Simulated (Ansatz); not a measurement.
# Sb (R-3m, 2 atoms in the cell) under uniaxial strain along c, part 2 of 2

Aim: how do the optical modes of Sb (R-3m, 2 atoms in the cell) shift and split under this strain?

Ansatz 0.2.0; DFT PBEsol, scalar-relativistic, plane waves, PAW; PAW set soft_1.

So far. Step 3 (Tight relaxation): The largest force component left is 0.34 meV/Å and the pressure is -0.001 GPa, within the tolerances set. The cell now holds 29.84 Å³/atom.

**4. Modes at rest**

The force constants come from the linear response of the density to a displacement.

The modes at rest are the reference of the series.

The input, input.yaml:

```yaml
crystal:
  lattice:
    - [2.1615156246, 1.2479516277, 3.6874267027]
    - [-2.1615156246, 1.2479516277, 3.6874267027]
    - [0.0, -2.4959032554, 3.6874267027]
  atoms:
    - { symbol: Sb, position: [0.2356195289, 0.2356195289, 0.2356195289] }
    - { symbol: Sb, position: [0.7643804711, 0.7643804711, 0.7643804711] }
kpoints:
  mp_grid: { grid: [12, 12, 12] }
hamiltonian:
  xc: pbesol
  pseudopotentials: { kind: paw, azcp: { folder: soft_1 }, xc_functional: pbe }
scf:
  occupations: { method: methfessel_paxton, width: 0.2 }
output:
  eigenvalues: true
phonons:
  method: dfpt
```

On the command line:

```bash
$ ansatz run input.yaml --threads 4 --pin off --max-ram 10240MiB --backend cpu --events-out ev --progress --plain --runs-dir out
```

Numbers of over 12 decimals in the logs are rounded to 6 here.

Log:

```text
[...]
Crystal: 2 atoms, lattice volume = 59.680 Å³
Basis set: ecut = 420 eV, 1183 PW (Γ), exchange–correlation on 60×60×60 points (8 copies of the dense FFT grid, shifted against one another)
Bands: 19, of which v1, the nominal top of the filled ones, is band 15 counted from 1 (14 counted from 0)
Symmetry: 12 space group operations
k-points: 476 of 1728 (irreducible under 2 space group operations, time reversal used)
[...]
SCF iter   1: F=—  HF=-12816.338006 eV  |F-HF|=—  |Δ(HF+E_count)|=         —  Δρ=1.46e-2  dr2=9.69e-2  ethr=3.10e-3  ⟨swp⟩=5.9  Hψ=46928  notcnv=0
[...]
SCF iter  11: F=-12816.326307 eV  HF=-12816.326307 eV  |F-HF|=1.82e-12  |Δ(HF+E_count)|=  1.82e-12  S|Δr|=    0.00e0  Δρ=4.04e-8  dr2=1.95e-12  ethr=1.00e-12  ⟨swp⟩=5.3  Hψ=39930  notcnv=0
SCF 1 converged in 11 iterations: F = -12816.326307 eV  dr2 = 1.95e-12
[...]
DFPT response loops at Γ: preconditioner auto → Kerker (q_TF=auto, 2.433 Å⁻¹) (partly filled bands, converged f_vac=0.000); β = 1.00, the filter's whole step (`scf.mixing.beta` (0.50) is not read by the response loops under this deck's `scf.mixing.preconditioner`; to damp them name `kerker` or `kerker_dos`, under which they read `scf.mixing.beta`, and type it under 1.00, their step now; both keys bind the ground state too); Broyden in place of MSR1
SCF converged after 11 iterations
[...]
Free energy (F): -12816.326307 eV
[...]
Internal energy: -12816.328765 eV  (E = F + TS)
E sigma→0 (E₀):  -12816.326922 eV
Entropy (-TS):   0.002458 eV (1.229 meV/atom)
Fermi energy:    10.278187 eV
[...]
--- Band table (eV; the first three rows and the last of 476) ---
  k-point 0: bands = [... 11 lower, 5.5555, 8.3436, 8.4912, 8.4912, 12.6121, 13.1115, 13.1115, 15.3037]
  k-point 1: bands = [... 11 lower, 5.1836, 8.3664, 8.4814, 8.6658, 12.5260, 12.8852, 12.8899, 14.9893]
  k-point 2: bands = [... 11 lower, 4.3267, 8.3850, 8.4624, 9.0161, 12.1655, 12.3393, 12.3498, 14.8323]
  k-point 475: bands = [... 11 lower, 1.1623, 9.0414, 9.0414, 9.8172, 10.2726, 10.2726, 11.2311, 17.5563]
--- Phonons (Γ-DFPT): 2 representative perturbations + reference, on 476 of 1728 k-points (Σ response iterations 6) ---
  k mesh reduced under 2 symmetry operations, with k and −k counted as one. Each operation leaves every solved perturbation unchanged. A smaller set is not used because it would not reduce the number of displacements times k-points to solve
  ASR residual: 2.700e-5 → 0.000e0 eV/Å²; symmetrization residual: 1.696e-5 eV/Å²
  ASR residual per site (eV/Å²): 2.70e-5 2.70e-5
  Γ frequencies (cm⁻¹): 0.00 0.00 0.00 92.72 92.72 141.87
  non-analytic LO–TO correction: not included (Born effective charges unavailable; polar crystals: no LO–TO splitting at Γ)
```

The job ended after 2 min (4 threads of Intel Xeon at 2.50GHz (Skylake/Cascade Lake), shared host; peak memory 1.7 GiB).

This step gave:

| Quantity | Value |
| --- | --- |
| sum-rule residual before enforcement | 2.70e-5 eV/Å² |
| point group | -3m |
| highest optical mode at the zone centre (no LO-TO term) | 141.9 cm⁻¹ |
| lowest optical zone-centre mode | 92.72 cm⁻¹ |

Patterns of degenerate modes are one choice out of their space. Modes at Γ:

| mode | frequency (cm⁻¹) | symmetry |
| --- | --- | --- |
| 1 | 0.0 | acoustic |
| 2 | 0.0 | acoustic |
| 3 | 0.0 | acoustic |
| 4 | 92.7 | Eg |
| 5 | 92.7 | Eg |
| 6 | 141.9 | A1g |

Displacements in mode 5 (92.7 cm⁻¹), the largest set to 1:
```
Sb1  0.00 -1.00  0.00
Sb2  0.00  1.00  0.00
```

Displacements in mode 6 (141.9 cm⁻¹), the largest set to 1:
```
Sb1  0.00  0.00  1.00
Sb2  0.00  0.00 -1.00
```

Before it was imposed, the acoustic sum rule was missed by 2.7e-5 eV/Å². Small misses are needed for a sound result but don't prove that mesh and cutoff are converged. The lowest optical mode is real, 92.7 cm⁻¹.

**5. A member of the series: uniaxial strain of +4 % along c**

The cell takes a uniaxial strain of +4 % along c. The strained length and the angles are held, while the rest of the cell and the atoms relax.

input.yaml, the sections that differ from step 4:

```yaml
crystal:
  lattice:
    - [2.147551799, 1.2398896093, 3.8349237707]
    - [-2.147551799, 1.2398896093, 3.8349237707]
    - [0.0, -2.4797792185, 3.8349237707]
  atoms:
    - { symbol: Sb, position: [0.2343304825, 0.2343304852, 0.2343304825] }
    - { symbol: Sb, position: [0.7656695175, 0.7656695148, 0.7656695175] }
  conventional_axes: [[1, -1, 0], [0, 1, -1], [1, 1, 1]]
output:
  forces: true
  stress: true
  eigenvalues: true
relax:
  adjacent_minimum: "off"
  f_tol: 0.001
  max_steps: 60
  cell: { stress_tol: 0.01, fix: [c, angles] }
# kpoints, hamiltonian, scf: as in step 4
# phonons: removed
```

Log:

```text
[...]
k-point 475: bands = [... 11 lower, 0.9801, 8.8431, 8.8431, 9.6888, 10.2578, 10.2578, 11.1882, 16.8498]
--- Relaxed structure (4 steps of the walk, 4 accepted, 1 SCFs on fresh bases) ---
[...]
cell:  # Å, volume = 60.9933 Å³
    - [2.142729, 1.237105, 3.834924]
    - [-2.142729, 1.237105, 3.834924]
    - [3.568177389287748e-19, -2.474211, 3.834924]
  atoms:
    - { symbol: Sb, position: [0.233944, 0.233944, 0.233944] }
    - { symbol: Sb, position: [0.766056, 0.766056, 0.766056] }
[key lines of the parts left out:]
SCF converged after 5 iterations
Free energy (F): -12816.315509 eV
Fermi energy:    10.004093 eV
P = ⅓ Tr σ = -0.4594 GPa (-4.594 kbar)
```

The job ended after 76 s (4 threads; peak memory 0.76 GiB; 4.7 min of CPU time).

The steps of the relaxation:

| step | energy less that of the first step (eV) | largest force component (eV/Å) | pressure (GPa) | volume (Å³) |
| --- | --- | --- | --- | --- |
| 1 | 0.0000 | 0.0613 | -0.84 | 61.27 |
| 2 | -0.0003 | 0.0518 | -0.14 | 60.77 |
| 3 | -0.0007 | 0.0010 | -0.46 | 61.00 |
| 4 | -0.0007 | 0.0001 | -0.46 | 60.99 |
| 5* | -0.0006 | 0.0001 | -0.46 | 60.99 |

Relaxation steps marked * repeat the geometry before them on a plane-wave basis chosen anew for their cell, so energy and pressure can jump there.

```csv
"conventional cell, symmetrised",before,after,change
a (Å),4.295,4.285,-0.2 %
b (Å),4.295,4.285,-0.2 %
c (Å),11.505,11.505,-0.0 %
volume (Å³/atom),30.63,30.50,-0.4 %
```

The relaxed structure:

```
Sb
1.0
     2.14273    1.23711    3.83492
    -2.14273    1.23711    3.83492
     0.00000   -2.47421    3.83492
Sb
2
Cartesian
  0.0000 0.0000 2.6915
  0.0000 0.0000 8.8133
```

Numbers from this step:

```yaml
pressure: -0.4594 GPa
volume_per_atom: 30.50 Å³
```

The largest force component left is 0.073 meV/Å.

**6. Zone-centre modes of the member: uniaxial strain of +4 % along c**

The zone-centre modes follow for uniaxial strain of +4 % along c.

input.yaml, the sections that differ from step 5:

```yaml
crystal:
  lattice:
    - [2.1427292329, 1.2371052994, 3.8349237707]
    - [-2.1427292329, 1.2371052994, 3.8349237707]
    - [0.0, -2.4742105988, 3.8349237707]
  atoms:
    - { symbol: Sb, position: [0.2339444577, 0.2339444592, 0.2339444577] }
    - { symbol: Sb, position: [0.7660555423, 0.7660555408, 0.7660555423] }
output:
  eigenvalues: true
phonons:
  method: dfpt
# kpoints, hamiltonian, scf: as in step 5
# relax: removed
```

Log:

```text
[...]
Crystal: 2 atoms, lattice volume = 60.993 Å³
Basis set: ecut = 420 eV, 1195 PW (Γ), exchange–correlation on 64×64×64 points (8 copies of the dense FFT grid, shifted against one another)
Bands: 19, of which v1, the nominal top of the filled ones, is band 15 counted from 1 (14 counted from 0)
Symmetry: 12 space group operations
k-points: 476 of 1728 (irreducible under 2 space group operations, time reversal used)
[...]
SCF iter   1: F=—  HF=-12816.328777 eV  |F-HF|=—  |Δ(HF+E_count)|=         —  Δρ=1.50e-2  dr2=1.04e-1  ethr=3.10e-3  ⟨swp⟩=5.9  Hψ=47163  notcnv=0
[...]
SCF iter  12: F=-12816.315509 eV  HF=-12816.315509 eV  |F-HF|=0.00e0  |Δ(HF+E_count)|=  3.64e-12  S|Δr|=    0.00e0  Δρ=3.61e-8  dr2=1.56e-12  ethr=1.00e-12  ⟨swp⟩=5.4  Hψ=35201  notcnv=0
SCF 1 converged in 12 iterations: F = -12816.315509 eV  dr2 = 1.56e-12
[...]
SCF converged after 12 iterations
[...]
Free energy (F): -12816.315509 eV
[...]
Internal energy: -12816.316979 eV  (E = F + TS)
E sigma→0 (E₀):  -12816.315876 eV
Entropy (-TS):   0.001470 eV (0.735 meV/atom)
Fermi energy:    10.004093 eV
[...]
--- Band table (eV; the first three rows and the last of 476) ---
  k-point 0: bands = [... 11 lower, 5.0686, 7.7761, 8.3537, 8.3537, 12.1128, 12.6828, 12.6828, 15.1888]
  k-point 1: bands = [... 11 lower, 4.7562, 7.8314, 8.3294, 8.4080, 12.1107, 12.4486, 12.4982, 14.7973]
  k-point 2: bands = [... 11 lower, 3.9923, 7.8756, 8.2707, 8.5989, 11.8217, 11.9535, 12.0248, 14.5954]
  k-point 475: bands = [... 11 lower, 0.9801, 8.8431, 8.8431, 9.6888, 10.2578, 10.2578, 11.1882, 16.8498]
[...]
ASR residual: 3.042e-5 → 0.000e0 eV/Å²; symmetrization residual: 5.296e-5 eV/Å²
  ASR residual per site (eV/Å²): 3.04e-5 3.04e-5
  Γ frequencies (cm⁻¹): 0.00 0.00 0.00 112.52 112.52 142.85
[...]
```

It took 74 s on 4 threads; peak memory 1.7 GiB; 4.3 min of CPU time.

Numbers from this step:

```yaml
sum_rule_residual_before_enforcement: 3.04e-5 eV/Å²
highest_optical_mode_at_the_zone_centre_no_lo_to_term: 142.8 cm⁻¹
lowest_optical_zone_centre_mode: 112.5 cm⁻¹
```

Patterns of degenerate modes are one choice out of their space. Modes at Γ:

```csv
mode,frequency (cm⁻¹),symmetry
1,0.0,acoustic
2,0.0,acoustic
3,0.0,acoustic
4,112.5,Eg
5,112.5,Eg
6,142.8,A1g
```

Displacements in mode 5 (112.5 cm⁻¹), the largest set to 1:
```
Sb1  0.00  1.00  0.00
Sb2  0.00 -1.00  0.00
```

Displacements in mode 6 (142.8 cm⁻¹), the largest set to 1:
```
Sb1  0.00  0.00 -1.00
Sb2  0.00  0.00  1.00
```

The lowest optical mode is real, 113 cm⁻¹, and the highest lies at 142.8 cm⁻¹.

**7. Relaxation of a member: uniaxial strain of -4 % along c**

The cell takes a uniaxial strain of -4 % along c. The strained length and the angles are held, while the rest of the cell and the atoms relax.

input.yaml, the sections that differ from step 6:

```yaml
crystal:
  lattice:
    - [2.1759658061, 1.2562944439, 3.5399296347]
    - [-2.1759658061, 1.2562944439, 3.5399296347]
    - [0.0, -2.5125888878, 3.5399296347]
  atoms:
    - { symbol: Sb, position: [0.2370442911, 0.2370442929, 0.2370442911] }
    - { symbol: Sb, position: [0.7629557089, 0.7629557071, 0.7629557089] }
  conventional_axes: [[1, -1, 0], [0, 1, -1], [1, 1, 1]]
output:
  forces: true
  stress: true
  eigenvalues: true
relax:
  adjacent_minimum: "off"
  f_tol: 0.001
  max_steps: 60
  cell: { stress_tol: 0.01, fix: [c, angles] }
# kpoints, hamiltonian, scf: as in step 6
# phonons: removed
```

Log:

```text
[...]
Crystal: 2 atoms, lattice volume = 58.062 Å³
Basis set: ecut = 420 eV, 1139 PW (Γ), exchange–correlation on 60×60×60 points (8 copies of the dense FFT grid, shifted against one another)
Bands: 19, of which v1, the nominal top of the filled ones, is band 15 counted from 1 (14 counted from 0)
Symmetry: 4 space group operations
k-points: 476 of 1728
[...]
--- Relaxed structure (4 steps of the walk, 4 accepted, 1 SCFs on fresh bases) ---
[...]
cell:  # Å, volume = 58.3384 Å³
    - [2.181145, 1.259285, 3.5399296347]
    - [-2.181145, 1.259285, 3.5399296347]
    - [-9.155859973925578e-19, -2.518569, 3.5399296347]
  atoms:
    - { symbol: Sb, position: [0.237511, 0.237511, 0.237511] }
    - { symbol: Sb, position: [0.762489, 0.762489, 0.762489] }
[key lines of the parts left out:]
SCF converged after 6 iterations
Free energy (F): -12816.312848 eV
Fermi energy:    10.487765 eV
P = ⅓ Tr σ = 0.6046 GPa (6.046 kbar)
```

Elapsed: 61 s, on 4 threads; peak memory 0.75 GiB; 3.8 min of CPU time.

Step by step:

| step | energy less that of the first step (eV) | largest force component (eV/Å) | pressure (GPa) | volume (Å³) |
| --- | --- | --- | --- | --- |
| 1 | 0.0000 | 0.0550 | 1.03 | 58.06 |
| 2 | -0.0002 | 0.0341 | 0.27 | 58.58 |
| 3 | -0.0006 | 0.0005 | 0.60 | 58.35 |
| 4 | -0.0006 | 0.0001 | 0.60 | 58.34 |
| 5* | -0.0007 | 0.0001 | 0.60 | 58.34 |

Relaxation steps marked * repeat the geometry before them on a plane-wave basis chosen anew for their cell, so energy and pressure can jump there.

```csv
"conventional cell, symmetrised",before,after,change
a (Å),4.352,4.362,+0.2 %
b (Å),4.352,4.362,+0.2 %
c (Å),10.620,10.620,+0.0 %
volume (Å³/atom),29.03,29.17,+0.5 %
```

The relaxed structure:

```
Sb
1.0
     2.18114    1.25928    3.53993
    -2.18114    1.25928    3.53993
     0.00000   -2.51857    3.53993
Sb
2
Direct
  0.23751 0.23751 0.23751
  0.76249 0.76249 0.76249
```

Numbers from this step:

| Item | Value |
| --- | --- |
| pressure | 0.6046 GPa |
| volume per atom | 29.17 Å³ |

The largest force component left is 0.11 meV/Å.

**8. Modes of this member: uniaxial strain of -4 % along c**

The zone-centre modes follow for uniaxial strain of -4 % along c.

input.yaml, the sections that differ from step 7:

```yaml
crystal:
  lattice:
    - [2.1811448546, 1.2592845689, 3.5399296347]
    - [-2.1811448546, 1.2592845689, 3.5399296347]
    - [0.0, -2.5185691379, 3.5399296347]
  atoms:
    - { symbol: Sb, position: [0.2375105921, 0.2375105912, 0.2375105921] }
    - { symbol: Sb, position: [0.7624894079, 0.7624894088, 0.7624894079] }
output:
  eigenvalues: true
phonons:
  method: dfpt
# kpoints, hamiltonian, scf: as in step 7
# relax: removed
```

Log:

```text
[...]
Crystal: 2 atoms, lattice volume = 58.338 Å³
Basis set: ecut = 420 eV, 1139 PW (Γ), exchange–correlation on 60×60×60 points (8 copies of the dense FFT grid, shifted against one another)
Bands: 19, of which v1, the nominal top of the filled ones, is band 15 counted from 1 (14 counted from 0)
Symmetry: 12 space group operations
k-points: 476 of 1728 (irreducible under 2 space group operations, time reversal used)
[...]
k-point 1: bands = [... 11 lower, 5.5967, 8.6507, 8.8523, 9.0350, 12.9858, 13.3355, 13.3801, 15.1971]
  k-point 2: bands = [... 11 lower, 4.6577, 8.6702, 8.9469, 9.4192, 12.5013, 12.7077, 12.8604, 15.1230]
  k-point 475: bands = [... 11 lower, 1.3713, 9.2567, 9.2567, 9.9600, 10.2884, 10.2884, 11.2339, 18.3374]
[...]
ASR residual: 4.117e-5 → 0.000e0 eV/Å²; symmetrization residual: 1.339e-5 eV/Å²
  ASR residual per site (eV/Å²): 4.12e-5 4.12e-5
  Γ frequencies (cm⁻¹): 0.00 0.00 0.00 69.77 69.77 132.75
[...]
[key lines of the parts left out:]
SCF converged after 11 iterations
Free energy (F): -12816.312848 eV
Fermi energy:    10.487765 eV
```

It took 93 s on 4 threads; peak memory 1.6 GiB.

Numbers from this step:

```
sum-rule residual before enforcement                    : 4.12e-5 eV/Å²
highest optical mode at the zone centre (no LO-TO term) : 132.8 cm⁻¹
lowest optical zone-centre mode                         : 69.77 cm⁻¹
```

Patterns of degenerate modes are one choice out of their space. Modes at Γ:

```csv
mode,frequency (cm⁻¹),symmetry
1,0.0,acoustic
2,0.0,acoustic
3,0.0,acoustic
4,69.8,Eg
5,69.8,Eg
6,132.8,A1g
```

Displacements in mode 5 (69.8 cm⁻¹), the largest set to 1:
```
Sb1  0.00  1.00  0.00
Sb2  0.00 -1.00  0.00
```

Displacements in mode 6 (132.8 cm⁻¹), the largest set to 1:
```
Sb1  0.00  0.00  1.00
Sb2  0.00  0.00 -1.00
```

The lowest optical mode is real, 69.8 cm⁻¹, and the highest lies at 132.8 cm⁻¹.

Between step 4 and this run (strain -4 %) the value for the highest optical mode at the zone centre (no LO-TO term) moves from 142 cm⁻¹ to 133 cm⁻¹ (-6 %).

**9. All members side by side**

The members are set side by side, also those not shown above.

Stress is positive in compression; energies are extrapolated to zero smearing, and E0 is that at rest; the edges not held and the atoms are relaxed in each cell; all runs use 12×12×12 k points and Methfessel-Paxton smearing of 0.2 eV. State of the crystal along the series:

| strain (%) | stress along the axis (GPa) | free strain along a (%) | free strain along b (%) | E - E0 (meV/atom) |
| --- | --- | --- | --- | --- |
| -4 | 1.815 | 0.9081 | 0.9081 | 6.775 |
| -3 | 1.339 | 0.6685 | 0.6685 | 3.782 |
| -2 | 0.8784 | 0.4354 | 0.4354 | 1.669 |
| -1 | 0.4299 | 0.214 | 0.214 | 0.4163 |
| 0 | 0.004037 | 0 | 0 | 0 |
| 1 | -0.3936 | -0.2121 | -0.2121 | 0.3773 |
| 2 | -0.7571 | -0.4261 | -0.4261 | 1.478 |
| 3 | -1.085 | -0.646 | -0.646 | 3.219 |
| 4 | -1.378 | -0.8691 | -0.8691 | 5.523 |

Optical modes are counted from below at rest and tracked from member to member by their patterns, and modes that stay within 0.3 cm⁻¹ of each other stand once; labels, where given, are those at rest; the edges not held and the atoms are relaxed in each cell; all runs use 12×12×12 k points and Methfessel-Paxton smearing of 0.2 eV. Optical modes along the series:

```csv
strain (%),optical mode 1 Eg (cm⁻¹),optical mode 2 A1g (cm⁻¹)
-4,69.77,132.8
-3,75.7,135.3
-2,81.54,137.8
-1,87.21,140.1
0,92.72,141.9
1,98.05,142.6
2,103.4,142.6
3,108.4,142.5
4,112.5,142.8
```

Value and slope at zero strain of a cubic (a lower polynomial where under five rows exist) through the rows within 2 % of rest. Slopes at rest:

```
              mode  frequency (cm⁻¹)  shift per percent of strain (cm⁻¹)  shift per GPa of compressive stress (cm⁻¹)
 optical mode 1 Eg              92.7                                5.41                                       -13.1
optical mode 2 A1g             141.8                                1.24                                          -3
```

**10. Summary of results**

```json
{
  "members": "9",
  "highest optical mode at the zone centre (no LO-TO term), at rest": "141.9 cm⁻¹",
  "Young’s modulus along c": "41.3 GPa",
  "optical mode 1 Eg, shift per percent": "5.41 cm⁻¹",
  "optical mode 2 A1g, shift per percent": "1.24 cm⁻¹"
}
```

The stress changes by 0.41 GPa for each percent, a Young’s modulus of 41 GPa along c. For each percent the free edge responds with -0.21 %. Within 2 % of rest optical mode 2 A1g bends away from a straight line, so a single slope holds only near rest. The fastest shift in the table of slopes is 5.4 cm⁻¹ for each percent (optical mode 1 Eg), or -13.1 cm⁻¹ for each GPa of compressive stress. For small strain, the measured shift of a line that Raman or infrared light can see, divided by its slope, estimates the stress, if the state of stress is of this kind. These are harmonic frequencies at zero temperature: anharmonic shifts, linewidths and thermal expansion are left out. Spin-orbit coupling is left out, which can matter for the heavy elements here. With no gap, or one that is small against the smearing, the frequencies hang on the k mesh and the smearing, most of all near Kohn anomalies. The PAW files were made for PBE; the program adapts parts of them to the functional of the run, but their partial waves stay those of PBE, an approximation that was not tested in this session. Only the zone centre was solved, so an instability at another wavevector cannot show here.

[Logs are printed without paths, hosts, clocks, repeated set-up lines and the standing remarks that a program may print on its own settings, such as how far it seeks lower states.]

[Hosts, paths, dates, database ids (printed as entryN), source tags and the programs' standing remarks are cut or masked in the printed files.]
